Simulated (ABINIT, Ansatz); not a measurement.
# KCl (Sylvite): G0W0 with ABINIT, start to end

Wanted: ground state, empty states, screening and self-energy for KCl (Sylvite).

Main program and level: ABINIT 10.8.3; PBE and many-body steps on it, plane waves.

This is a report of a sequence of runs, with most program output left out.

### 1. Starting point

Symmetry: Fm-3m, No. 225, cubic system. The conventional cell has a = 6.293 Å, b = 6.293 Å, c = 6.293 Å, α = 90.00°, β = 90.00°, γ = 90.00°. Nearest to K lie 6 Cl at 3.15 Å. Nearest to Cl lie 6 K at 3.15 Å. Farther neighbours and most contacts between anions are not listed.

As a file:

```cif
data_structure
_symmetry_space_group_name_H-M 'Fm-3m'
_symmetry_Int_Tables_number 225
_cell_length_a 6.2929
_cell_length_b 6.2929
_cell_length_c 6.2929
_cell_angle_alpha 90.000
_cell_angle_beta 90.000
_cell_angle_gamma 90.000
_cell_volume 249.21
loop_
_atom_site_label
_atom_site_type_symbol
_atom_site_symmetry_multiplicity
_atom_site_Wyckoff_symbol
_atom_site_fract_x
_atom_site_fract_y
_atom_site_fract_z
_atom_site_occupancy
K1 K 4 a 0.00000 0.00000 0.00000 1
Cl1 Cl 4 b 0.50000 0.00000 0.00000 1
```

The cell and positions come from the Crystallography Open Database and are kept as given unless a step says otherwise.

### 2. Ground state

This step: ABINIT 10.8.3; DFT, PBE, plane waves, norm-conserving pseudopotentials.

The ground-state density comes first.

run.abi

```
acell 3*1.0 Angstrom
rprim 
  -0.000000000000 3.146470000000 3.146470000000
  3.146470000000 0.000000000000 3.146470000000
  3.146470000000 3.146470000000 -0.000000000000
ntypat 2
znucl 19 17
natom 2
typat 1 2
xred 
  0.000000000000 0.000000000000 0.000000000000
  0.500000000000 0.500000000000 0.500000000000
pp_dirpath "pseudos"
pseudos "K.upf, Cl.upf"
ecut 33
ngkpt 6 6 6
nshiftk 1
shiftk 0 0 0
kptopt 1
chksymbreak 0
nband 13
occopt 1
tolvrs 1e-10
nstep 60
prtwf 0
optforces 0
optstress 0
indata_prefix "in"
outdata_prefix "out"
tmpdata_prefix "tmp"
```

The run is started by

```
> OMP_NUM_THREADS=1 mpirun -n 4 abinit run.abi > log
```

Run time: 13 s. Hardware: 4 MPI ranks of Intel Xeon 6975P-C (Granite Rapids), shared host; peak memory 0.35 GiB.

This step gave:

```
total energy               : -1268.0062 eV
gap                        : 5.189 eV
k of the valence top       : 0, 0, 0
k of the conduction bottom : 0, 0, 0
least direct gap           : 5.189 eV
```

The gap is direct, at Γ.

### 3. Bands along the symmetry lines

The cheap functional maps the bands first; the places of the edges decide which points the dearer methods must see.

run.abi

```
acell 3*1.0 Angstrom
rprim 
  -0.000000000000 3.146470000000 3.146470000000
  3.146470000000 0.000000000000 3.146470000000
  3.146470000000 3.146470000000 -0.000000000000
ntypat 2
znucl 19 17
natom 2
typat 1 2
xred 
  0.000000000000 0.000000000000 0.000000000000
  0.500000000000 0.500000000000 0.500000000000
pp_dirpath "pseudos"
pseudos "K.upf, Cl.upf"
ecut 33
iscf -2
irdden 1
kptopt 0
nkpt 50
kpt 
  0.00000000 0.00000000 0.00000000
  0.06250000 0.00000000 0.06250000
  0.12500000 0.00000000 0.12500000
  0.18750000 0.00000000 0.18750000
  0.25000000 0.00000000 0.25000000
  0.31250000 0.00000000 0.31250000
  0.37500000 0.00000000 0.37500000
  0.43750000 0.00000000 0.43750000
  0.50000000 0.00000000 0.50000000
  0.51562500 0.03125000 0.51562500
  0.53125000 0.06250000 0.53125000
  0.54687500 0.09375000 0.54687500
  0.56250000 0.12500000 0.56250000
  0.57812500 0.15625000 0.57812500
  0.59375000 0.18750000 0.59375000
  0.60937500 0.21875000 0.60937500
  0.62500000 0.25000000 0.62500000
  0.37500000 0.37500000 0.75000000
  0.32812500 0.32812500 0.65625000
  0.28125000 0.28125000 0.56250000
  0.23437500 0.23437500 0.46875000
  0.18750000 0.18750000 0.37500000
  0.14062500 0.14062500 0.28125000
  0.09375000 0.09375000 0.18750000
  0.04687500 0.04687500 0.09375000
  0.00000000 0.00000000 0.00000000
  0.06250000 0.06250000 0.06250000
  0.12500000 0.12500000 0.12500000
  0.18750000 0.18750000 0.18750000
  0.25000000 0.25000000 0.25000000
  0.31250000 0.31250000 0.31250000
  0.37500000 0.37500000 0.37500000
  0.43750000 0.43750000 0.43750000
  0.50000000 0.50000000 0.50000000
  0.50000000 0.46875000 0.53125000
  0.50000000 0.43750000 0.56250000
  0.50000000 0.40625000 0.59375000
  0.50000000 0.37500000 0.62500000
  0.50000000 0.34375000 0.65625000
  0.50000000 0.31250000 0.68750000
  0.50000000 0.28125000 0.71875000
  0.50000000 0.25000000 0.75000000
  0.50000000 0.21875000 0.71875000
  0.50000000 0.18750000 0.68750000
  0.50000000 0.15625000 0.65625000
  0.50000000 0.12500000 0.62500000
  0.50000000 0.09375000 0.59375000
  0.50000000 0.06250000 0.56250000
  0.50000000 0.03125000 0.53125000
  0.50000000 0.00000000 0.50000000
istwfk *1
nband 15
nbdbuf 2
tolwfr 1e-08
nstep 40
prtwf 0
prtvol 0
indata_prefix "in"
outdata_prefix "out"
tmpdata_prefix "tmp"
```

Elapsed: 20 s, on 4 MPI ranks; peak memory 0.33 GiB; 81 s of CPU time.

Numbers from this step:

```yaml
gap: 5.189 eV
k_of_the_valence_top: 0, 0, 0
k_of_the_conduction_bottom: 0, 0, 0
least_direct_gap: 5.189 eV
```

The gap is 5.189 eV, as in the run before at this level.

The electronic bands at the labelled points (eV, zero at the top of the highest filled band; v1 is the highest filled band, c1 the lowest empty one):

| point | v4 | v3 | v2 | v1 | c1 | c2 | c3 | c4 |
| --- | --- | --- | --- | --- | --- | --- | --- | --- |
| Γ | -10.66 | 0.00 | 0.00 | 0.00 | 5.19 | 8.37 | 8.37 | 8.37 |
| halfway | -10.58 | -0.63 | -0.13 | -0.13 | 6.64 | 7.24 | 9.66 | 9.84 |
| X | -10.71 | -0.66 | -0.22 | -0.22 | 6.53 | 8.34 | 10.07 | 10.18 |
| halfway | -10.68 | -0.63 | -0.32 | -0.24 | 6.74 | 8.60 | 9.70 | 10.36 |
| U | -10.60 | -0.56 | -0.55 | -0.29 | 7.27 | 9.07 | 9.30 | 10.07 |
| jump to K | -10.60 | -0.56 | -0.55 | -0.29 | 7.27 | 9.07 | 9.30 | 10.07 |
| halfway | -10.51 | -0.69 | -0.24 | -0.20 | 6.89 | 7.97 | 9.19 | 9.85 |
| Γ | -10.66 | 0.00 | 0.00 | 0.00 | 5.19 | 8.37 | 8.37 | 8.37 |
| halfway | -10.53 | -0.59 | -0.17 | -0.17 | 6.45 | 8.16 | 9.11 | 9.11 |
| L | -10.42 | -1.05 | -0.32 | -0.32 | 7.58 | 8.60 | 10.50 | 10.50 |
| halfway | -10.51 | -0.84 | -0.40 | -0.33 | 7.84 | 8.34 | 10.04 | 10.14 |
| W | -10.57 | -0.49 | -0.47 | -0.47 | 8.03 | 8.03 | 9.44 | 9.85 |
| halfway | -10.64 | -0.61 | -0.36 | -0.30 | 6.95 | 8.80 | 9.34 | 10.32 |
| X | -10.71 | -0.66 | -0.22 | -0.22 | 6.53 | 8.34 | 10.07 | 10.18 |

### 4. Empty states on the mesh, 4×4×4 mesh, 1147 bands

The sums over transitions need many empty states on a uniform mesh; this step solves for them.

run.abi

```
acell 3*1.0 Angstrom
rprim 
  -0.000000000000 3.146470000000 3.146470000000
  3.146470000000 0.000000000000 3.146470000000
  3.146470000000 3.146470000000 -0.000000000000
ntypat 2
znucl 19 17
natom 2
typat 1 2
xred 
  0.000000000000 0.000000000000 0.000000000000
  0.500000000000 0.500000000000 0.500000000000
pp_dirpath "pseudos"
pseudos "K.upf, Cl.upf"
ecut 33
ngkpt 4 4 4
nshiftk 1
shiftk 0 0 0
kptopt 1
chksymbreak 0
irdden 1
istwfk *1
nband 1147
prtvol 0
optdriver 6
gwr_task "HDIAGO"
paral_kgb 0
occopt 1
indata_prefix "in"
outdata_prefix "out"
tmpdata_prefix "tmp"
```

Run time: 2.1 min. Hardware: 4 MPI ranks; peak memory 3.6 GiB; 8.5 min of CPU time.

Numbers from this step:

| Property | Result |
| --- | --- |
| gap | 5.190 eV |
| k of the valence top | 0, 0, 0 |
| k of the conduction bottom | 0, 0, 0 |
| least direct gap | 5.190 eV |
| k points computed | 8 |
| lowest point of the top converged band, above the valence top | 391.8834 eV |

On this mesh the gap is 5.190 eV.

### 5. Screening, 4×4×4 mesh, 469 bands, screening to 283 eV

The RPA dielectric matrix is built and inverted for each q.

This step: RPA screening on PBE, plane waves, norm-conserving pseudopotentials.

run.abi: that of step 4 with these lines changed.

```diff
@@ -20,10 +20,11 @@
 chksymbreak 0
-irdden 1
 istwfk *1
-nband 1147
-prtvol 0
-optdriver 6
-gwr_task "HDIAGO"
-paral_kgb 0
 occopt 1
+irdwfk 1
+optdriver 3
+nband 469
+ecuteps 10.4
+inclvkb 2
+awtr 1
+symchi 1
 indata_prefix "in"
```

Elapsed: 8.8 min, on 4 MPI ranks; peak memory 3.6 GiB; 35 min of CPU time.

Numbers from this step:

* ε∞ with local fields, on this mesh, along the program's q direction: 2.178
* the same without local fields: 2.586
* plasma frequency: 18.82 eV
* plane waves in the screening matrix: 645

Local fields lower ε∞ by 16 %.

### 6. Self-energy, 4×4×4 mesh, 469 bands, screening to 283 eV

The self-energy is evaluated for the states that the input lists, and the levels follow from it, in one-shot runs by the linearised quasiparticle equation.

This step: G0W0 on PBE, plane waves, norm-conserving pseudopotentials.

run.abi: that of step 5 with these lines changed.

```diff
@@ -23,8 +23,15 @@
 irdwfk 1
-optdriver 3
+optdriver 4
 nband 469
+gwcalctyp 0
+ecutsigx 33
+symsigma 1
+nkptgw 1
+kptgw 
+  0.0000000000 0.0000000000 0.0000000000
+bdgw 
+  6 12
 ecuteps 10.4
-inclvkb 2
-awtr 1
-symchi 1
+irdscr 1
+ppmodel 1
 indata_prefix "in"
```

Run time: 3.4 min. Hardware: 4 MPI ranks; peak memory 4.1 GiB; 13 min of CPU time.

This step gave:

| Item | Value |
| --- | --- |
| G0W0 gap on the points computed | 8.203 eV |
| starting gap on the mesh | 5.190 eV |
| k of the valence top | 0, 0, 0 |
| k of the conduction bottom | 0, 0, 0 |
| Z at the valence top | 0.807 |
| Z at the conduction bottom | 0.872 |
| least direct G0W0 gap on the computed points | 8.203 eV |

The gap on the mesh goes from 5.19 eV to 8.20 eV, a correction of +3.01 eV.

Limits: finite bands, cutoff and mesh. v1 is the top filled band, c1 the lowest empty one. Levels before and after the correction, in eV, zero at the valence-band top of each column:

```
           conduction bottom  valence top
Kohn-Sham               5.19         0.00
     G0W0               8.20         0.00
```

```csv
,level,energy (eV)
Kohn-Sham,Γ v3-v1,0.000
Kohn-Sham,Γ c1,5.190
Kohn-Sham,Γ c2-c4,8.367
G0W0,Γ v3-v1,0.000
G0W0,Γ c1,8.203
G0W0,Γ c2-c4,12.283
```

### 7. Where the time went

Times are wall times on 4 MPI ranks of Intel Xeon 6975P-C (Granite Rapids), shared host, good to a factor of about two.

| step | time | share | memory (GiB) |
| --- | --- | --- | --- |
| ground state | 13 s | 1 % | 0.35 |
| bands along the symmetry lines | 20 s | 2 % | 0.33 |
| empty states on the mesh | 2.1 min | 14 % | 3.6 |
| screening | 8.8 min | 59 % | 3.6 |
| self-energy | 3.4 min | 23 % | 4.1 |

### 8. Results

```yaml
pbe_gap: 5.19 eV, direct
g0w0_gap_on_the_mesh: 8.20 eV
gw_settings: 4×4×4 mesh, 469 bands, screening to 283 eV, Godby-Needs plasmon pole
known_limits: not at the basis limit
```

In words: G0W0 moves the gap on the mesh from 5.19 eV to 8.20 eV (+3.01 eV), with Z of 0.81 and 0.87 at the edges. Local fields lower the RPA ε∞ on this mesh from 2.59 to 2.18. Only 1 of the mesh's irreducible points was corrected, so a valley elsewhere could overtake. The dearest step here is «screening». Bands and cutoff are finite, so the gap is not at the basis limit. The miss can reach some tenths of an eV and take either sign; the mesh is an error of its own. In the G0W0 run levels were corrected at 1 k point alone, so a gap called «on the mesh» is the least over those, and an edge elsewhere would be missed.

[Paths, hosts, dates, memory and timing lines, banners, echoed tables and standing remarks are left out of the program output.]

[Logs are printed without paths, hosts, clocks, repeated set-up lines and the standing remarks that a program may print on its own settings, such as how far it seeks lower states.]

[Runs of the session that timed out or met a known fault of the program may be left out.]

[Hosts, paths, dates, database ids (printed as entryN), source tags and the programs' standing remarks are cut or masked in the printed files.]

[G0W0 gaps are taken among the corrected bands and points alone; a level outside them can change the order at an edge.]

[Where Ansatz stands beside ABINIT at settings called matched, ABINIT's density can come from a denser mesh and the files from another edition; pairs whose starting gaps differed by over 0.03 eV were left out, so agreement reads better than it is.]
